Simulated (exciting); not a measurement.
Consider BN (Qingsongite), space group F-43m.

```xyz
2
Lattice="0.0000 1.8075 1.8075 1.8075 0.0000 1.8075 1.8075 1.8075 0.0000" Properties=species:S:1:pos:R:3 pbc="T T T"
N     2.7113    2.7113    2.7113
B     0.0000    0.0000    0.0000
```

Absorber: atom 1, with 4 B at 1.57 Å (tetrahedral, site symmetry -43m). Method: exciting, all-electron LAPW+lo, PBE, exchange and screened direct term (singlet BSE), 6×6×6 shifted k points, 8 conduction bands, |G+q| up to 3 bohr⁻¹, full RPA screening with nempty = 25, Lorentzian half width 0.45 eV.

Q: What does the N K spectrum look like, and is there a bound core exciton?

Bound core exciton? Undecided on this mesh: the first bright state (over 5 % of the brightest) lies at -0.04 eV from the Kohn–Sham onset; weaker or dark states reach down to -0.62 eV. Maxima (height): 2.7 eV (1.00), 5.7 eV (0.64) and 12.8 eV (0.34).

Energy from the Kohn–Sham onset, core level to the lowest empty state found on the meshes used; Im ε in relative units:

```csv
E (eV),Im ε
-3.0,0.02
-2.5,0.03
-2.0,0.03
-1.5,0.04
-1.0,0.06
-0.5,0.08
0.0,0.14
0.5,0.24
1.0,0.38
1.5,0.62
2.0,0.81
2.5,0.96
3.0,0.96
3.5,0.83
4.0,0.70
4.5,0.62
5.0,0.62
5.5,0.64
6.0,0.63
6.5,0.57
7.0,0.51
7.5,0.45
8.0,0.40
8.5,0.34
9.0,0.29
9.5,0.24
10.0,0.22
10.5,0.18
11.0,0.17
11.5,0.16
12.0,0.19
12.5,0.29
13.0,0.33
13.5,0.25
14.0,0.18
14.5,0.13
15.0,0.09
15.5,0.06
16.0,0.05
16.5,0.05
17.0,0.04
17.5,0.04
18.0,0.04
18.5,0.04
19.0,0.06
```

A mesh of 216 points doesn't converge binding energies. The kernel cutoff is low for a compact core orbital, so the effect of exchange is a lower bound. The zero comes from the unshifted 7×7×7 ground-state mesh; it is exact only where the band minimum lies on that mesh. The Kohn–Sham onset, 380 eV, is no photon energy: the scale needs a rigid shift. No quasiparticle correction widens the gap or stretches the bands. Vibrations and energy-dependent lifetimes are left out. The structure is a published determination, not relaxed.

[Banner, clock and machine lines of the logs are left out without a mark of their own.]

[Logs are printed without paths, hosts, clocks, repeated set-up lines and the standing remarks that a program may print on its own settings, such as how far it seeks lower states.]

[Hosts, paths, dates, database ids (printed as entryN), source tags and the programs' standing remarks are cut or masked in the printed files.]
